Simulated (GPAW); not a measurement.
## Dielectric function and optical constants of KTaO3

Aim: the dielectric function of KTaO3, and the optical constants that follow from it.

Program: GPAW 26.7.0. Level of theory: DFT, LDA, plane-wave PAW (GPAW data sets), scalar-relativistic, RPA, optical limit. Results are calculated unless marked as measured.

**1. Starting point**

The structure is cubic, space group Pm-3m (No. 221). Conventional cell: a = 3.988 Å, b = 3.988 Å, c = 3.988 Å, α = 90.00°, β = 90.00°, γ = 90.00°. Ta has 6 O at 1.99 Å nearest. K has 12 O at 2.82 Å nearest. Nearest to O lie 2 Ta at 1.99 Å and 4 K at 2.82 Å. Farther neighbours and most contacts between anions are not listed.

Structure file:

```cif
data_structure
_symmetry_space_group_name_H-M 'Pm-3m'
_symmetry_Int_Tables_number 221
_cell_length_a 3.9883
_cell_length_b 3.9883
_cell_length_c 3.9883
_cell_angle_alpha 90.000
_cell_angle_beta 90.000
_cell_angle_gamma 90.000
_cell_volume 63.44
loop_
_atom_site_label
_atom_site_type_symbol
_atom_site_symmetry_multiplicity
_atom_site_Wyckoff_symbol
_atom_site_fract_x
_atom_site_fract_y
_atom_site_fract_z
_atom_site_occupancy
Ta1 Ta 1 a 0.00000 0.00000 0.00000 1
K1 K 1 b 0.50000 0.50000 0.50000 1
O1 O 3 d 0.00000 0.00000 0.50000 1
```

**2. Bands for the response**

The response needs many more empty bands than the density does.

This step: DFT, LDA, plane-wave PAW (GPAW data sets), scalar-relativistic, bands at fixed density (GPAW 26.7.0).

Contents of nscf.py:

```python
from ase.dft.bandgap import bandgap
from gpaw import GPAW, FermiDirac

calc = GPAW('gs.gpw').fixed_density(kpts={'size': (8, 8, 8), 'gamma': True}, nbands=73, convergence={'bands': 67},
                                    occupations=FermiDirac(0.001), txt='nscf.txt')
print('gap (eV)', bandgap(calc, output=None)[0])
print('direct gap (eV)', bandgap(calc, direct=True, output=None)[0])
print('top band over the Fermi level (eV)', min(calc.get_eigenvalues(kpt=k)[66] for k in range(len(calc.get_ibz_k_points()))) - calc.get_fermi_level())
calc.write('full.gpw', mode='all')
```

The run is started by

```sh
$ OMP_NUM_THREADS=1 python nscf.py
```

Contents of df.py:

```python
from gpaw.response.df import DielectricFunction

df = DielectricFunction('full.gpw', frequencies={'type': 'nonlinear', 'domega0': 0.03, 'omega2': 8},
                        ecut=50,
                        eta=0.15,
                        nbands=67,
                        txt='df.txt')
for direction in ['x']:
    df.get_dielectric_function(xc='RPA', direction=direction, filename=f'df_{direction}.csv')
```

Before running: what should come out for the electronic dielectric constant ε∞, mean over x, y and z (RPA); and main peak of Im epsilon, first axis?

At this level (LDA, RPA) KTaO3 has ε∞ = 4.98 and n = 2.25 at 1550 nm, and Im ε peaks at 5.0 eV. On the mesh the gap is 2.03 eV and the least direct gap 2.68 eV, so on this mesh the band edges lie at different points. Local fields change the static value along x from 5.18 to 4.98 (-4 %).

- electronic dielectric constant ε∞, mean over x, y and z (by symmetry where fewer were run) (RPA): 4.98
- main peak of Im epsilon, first axis: 5.02 eV

Distinct maxima of Im ε, read by a parabola through the highest points, lie at 3.85 eV (5.9), 5.02 eV (6.6), 5.91 eV (6.0) and 10.39 eV (4.7). Excitons and phonon-assisted transitions are missing; LDA gaps are as a rule too small, which pulls the onset down and ε∞ up. Spin-orbit coupling is left out although heavy atoms are present. The sum runs over mesh points, so small or evenly spaced maxima can still be ripples of the mesh. In this version of GPAW the matrix elements of the optical limit are incomplete, which can lower ε − 1 by up to a tenth where first-row anions or d states rule, and shift it by more in d metals.

[Machine, clock and banner lines and Python warnings are left out of the logs.]

[Logs are printed without paths, hosts, clocks, repeated set-up lines and the standing remarks that a program may print on its own settings, such as how far it seeks lower states.]

[Hosts, paths, dates, database ids (printed as entryN), source tags and the programs' standing remarks are cut or masked in the printed files.]
